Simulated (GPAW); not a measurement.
# Geometry or basis: what sets the conductance of hydroquinonedithiol between two Au chains, part 2 of 2

How well does hydroquinonedithiol between two Au chains conduct once its atoms have relaxed, and how much do cheaper levels lose?

GPAW 26.7.0; GPAW LCAO, PAW setups; relaxation of the junction within the symmetry of its start, lead ends held (the session's first sound run).

So far, transmission at the Fermi level (one spin): step 3 (GPAW, dzp, PBE, GPAW) 0.102; step 4 (basis szp(dzp), PBE, GPAW) 0.213; step 5 (basis sz(dzp), PBE, GPAW) 0.342; step 6 (LDA) 0.0828; step 7 (the structure as built: geometry = "as built", PBE, GPAW) 0.494.

### Step 9. The levels side by side (continued)

Transmission, zone mean, sum over the listed spins against energy, zero at the Fermi level:

```tsv
energy (eV)	dzp	szp	sz	dzp-LDA	asbuilt
-2.000	0.225	0.118	0.111	0.193	0.0190
-1.800	0.126	0.0300	0.180	0.106	0.0575
-1.600	0.450	0.288	0.172	0.391	0.0786
-1.400	0.963	0.592	0.508	0.829	0.0950
-1.375	0.991	0.740	0.545	0.966	0.111
-1.350	0.853	0.892	0.644	0.995	0.133
-1.300	0.977	0.997	0.894	0.753	0.216
-1.200	0.855	0.130	0.0417	0.655	0.410
-1.150	0.997	0.0106	0.0210	0.932	0.567
-1.100	0.993	0.332	0.418	0.997	0.829
-1.000	0.404	0.250	0.284	0.406	0.985
-0.900	0.0896	0.653	0.934	0.0684	0.763
-0.800	0.0780	0.154	0.251	0.0861	0.415
-0.600	0.0385	0.0593	0.0780	0.0458	0.0510
-0.400	0.0394	0.0619	0.0749	0.0444	0.0418
-0.200	0.0440	0.0693	0.0807	0.0460	0.0551
0.000	0.102	0.213	0.342	0.0828	0.494
0.050	0.320	0.931	0.808	0.222	0.278
0.100	0.932	0.283	0.128	0.943	0.0680
0.200	0.0476	0.0270	0.0157	0.0642	0.0177
0.400	0.00293	0.00263	0.00146	0.00326	0.00402
0.600	3.3e-4	4.3e-4	1.7e-4	3.2e-4	0.00122
0.800	4.4e-6	3.6e-5	9.4e-7	2.7e-7	3.3e-4
1.000	5.5e-5	8.6e-6	4.1e-5	9.3e-5	5.2e-5
1.200	2.0e-4	8.8e-5	1.4e-4	2.8e-4	2.6e-7
1.400	3.7e-4	2.1e-4	2.5e-4	4.8e-4	3.3e-5
1.600	5.6e-4	3.4e-4	3.8e-4	6.9e-4	7.8e-5
1.800	7.4e-4	4.7e-4	5.1e-4	8.9e-4	9.5e-5
2.000	9.2e-4	5.8e-4	6.2e-4	0.00109	6.6e-5
```

### Step 10. Other settings

One more run, with changed settings.

This step: GPAW LCAO, PAW setups; Landauer transmission from Green's functions with principal layers (ASE), zero bias (GPAW 26.7.0).

run.py reads:

```python
import json
import numpy as np
from ase import Atoms
from ase.transport.calculators import TransportCalculator
from gpaw import GPAW, FermiDirac
from gpaw.lcao.tools import get_lcao_hamiltonian
from scipy.linalg import eigh

# The junction with lead layers at both ends, along the third cell vector
device = Atoms(
    ['Au', 'Au', 'Au', 'Au', 'Au', 'Au', 'S', 'H', 'C', 'C', 'H', 'O', 'C', 'C', 'O', 'H', 'C', 'C', 'H', 'S', 'Au', 'Au', 'Au', 'Au', 'Au', 'Au'],
    positions=[
        [6.26870, 4.50000, 1.30000],
        [6.26870, 4.50000, 3.90000],
        [6.26870, 4.50000, 6.50000],
        [6.26870, 4.50000, 9.10000],
        [6.26870, 4.50000, 11.70000],
        [5.44840, 5.23116, 14.07733],
        [4.51458, 5.42481, 16.21397],
        [7.52632, 5.22840, 16.62232],
        [5.55786, 5.27174, 17.58398],
        [6.97248, 5.23375, 17.58080],
        [3.20952, 5.16865, 17.95227],
        [3.50440, 5.15746, 18.91321],
        [4.85783, 5.21009, 18.87768],
        [7.67954, 5.21008, 18.78924],
        [9.03298, 5.15744, 18.75371],
        [9.32785, 5.16866, 19.71465],
        [5.56489, 5.23379, 20.08613],
        [6.97951, 5.27177, 20.08294],
        [5.01105, 5.22847, 21.04461],
        [8.02279, 5.42489, 21.45295],
        [7.08900, 5.23116, 23.58959],
        [6.26870, 4.50000, 25.96692],
        [6.26870, 4.50000, 28.56692],
        [6.26870, 4.50000, 31.16692],
        [6.26870, 4.50000, 33.76692],
        [6.26870, 4.50000, 36.36692]],
    cell=[[12.53741, 0.0, 0.0], [0.0, 9.0, 0.0], [0.0, 0.0, 37.66692]],
    pbc=True)

# One principal layer of the lead: the first 3 atoms of the device
lead = Atoms(
    ['Au', 'Au', 'Au'],
    positions=[
        [6.26870, 4.50000, 1.30000],
        [6.26870, 4.50000, 3.90000],
        [6.26870, 4.50000, 6.50000]],
    cell=[[12.53741, 0.0, 0.0], [0.0, 9.0, 0.0], [0.0, 0.0, 8.97]],
    pbc=True)

settings = dict(mode='lcao', basis='dzp', xc='PBE', h=0.18,
                occupations=FermiDirac(0.1), maxiter=50,
                mixer=dict(beta=0.1, nmaxold=8, weight=100.0),
                convergence=dict(density=0.0001))
energies = np.arange(-2, 2 + 1e-9, 0.025)
eta = 0.0001
n1, n2 = 1, 1
# k and -k transmit alike, so half of the mesh across the current serves
mesh = [(i, j) for i in range(n1) for j in range(n2) if (i, j) <= (-i % n1, -j % n2)]
weights = np.array([1 if (i, j) == (-i % n1, -j % n2) else 2 for i, j in mesh]) / (n1 * n2)

# [... helper functions left out ...]
fermi_lead = ground_state(lead, (1, 1, 15), 'lead.txt')
fermi_device = ground_state(device, (1, 1, 2), 'device.txt')
# [... loop over the mesh left out, but for ...]
        # Shift the lead onto the potential of the device's first layer
        shift = ((H[:, 0, 0] - H0[:, 0, 0]) / S0[0, 0]).real.mean()
# [...]
kT = 8.617333e-5 * 300
bias = [0.1, 0.2, 0.5, 1.0, 1.5, 2.0]
# [... integrals and printing left out ...]
```

The run is started by

```console
OMP_NUM_THREADS=1 OPENBLAS_NUM_THREADS=1 python run.py
```

Wall time 82 s (1 thread of Arm Neoverse V2, shared host); peak memory 2.1 GiB.

The run finished. A setting was moved off its sound value on purpose, so it serves as a test and not as the result.

The fault put into the input: a lead period that doesn't match its atoms (period = 8.97).

The two runs compared:

```tsv
quantity	this run	sound run	difference
conductance (G₀)	2.156e-6	0.16706	-0.167
largest coupling past the next principal layer (eV)	1.404e-15	2.460e-7	-2.5e-7
largest misfit of the first principal layer (eV)	0.38963	0.097200	0.292
shift that aligns the lead (eV)	-0.49258	-0.012083	-0.480
transmission at the Fermi level (one spin)	4.052e-10	0.10228	-0.102
```

The two runs differ clearly in the transmission at the Fermi level (one spin): 4.1e-10 against 0.102.

### Step 11. Results

```
conductance                                        : 0.167 G₀
transmission at the Fermi level, mean of the spins : 0.102
```

In words: In the dzp basis the junction conducts 0.167 G₀ at 300 K, with T = 0.102 a spin at the Fermi level; no smaller basis tried comes within 10 % of that conductance. Relaxation moved atoms by up to 1.1 Å and took the conductance from 0.319 to 0.167 G₀, as a ratio about as much as the step from dzp to the minimal basis. The conductance differs from T at the Fermi level because it averages T(E) over the thermal window, about 0.09 eV wide, in which T changes. At the Fermi level one eigenchannel carries the current (0.10). Measured against the first run (dzp), the nearest curve is that of dzp-LDA (r.m.s. 0.086) and the farthest that of asbuilt (0.29). Over the compared runs wall time goes from 61 s (sz) to 91 s (asbuilt), on a shared host. The leads kept an estimated spacing and the cell its length, so the junction may be under some tension or compression. The geometry comes from the orbital basis, which tends to overbind, and kept the symmetry of the start, so a structure of lower symmetry may lie lower. Spin-orbit coupling is left out, which matters for the heavy atoms here. Semilocal functionals put molecular levels too near the Fermi level, so such conductances usually come out too high, and chain electrodes have a sharper density of states than real ones. Energies count from the junction cell's Fermi level; in the run with T = 0.102 there, the aligned lead's own level lies at -0.012 eV, where T interpolates to 0.0851; the finite cell leaves the answer open by at least that much. An evenly spaced straight chain is an idealisation: free chains tend to dimerise, zigzag or, where a band edge lies near the Fermi level, turn magnetic. The currents use the zero-bias T(E) throughout, which holds only while the bias is small against the distance to the nearest feature. Within about eight thermal energies of the Fermi level ln T(E) bends sharply from one computed energy to the next, or the lead's channel count changes, so the thermal averages, above all the thermopower, rest on an interpolation that may be rough.

[Logs are printed without paths, hosts, clocks, repeated set-up lines and the standing remarks that a program may print on its own settings, such as how far it seeks lower states.]

[Hosts, paths, dates, database ids (printed as entryN), source tags and the programs' standing remarks are cut or masked in the printed files.]
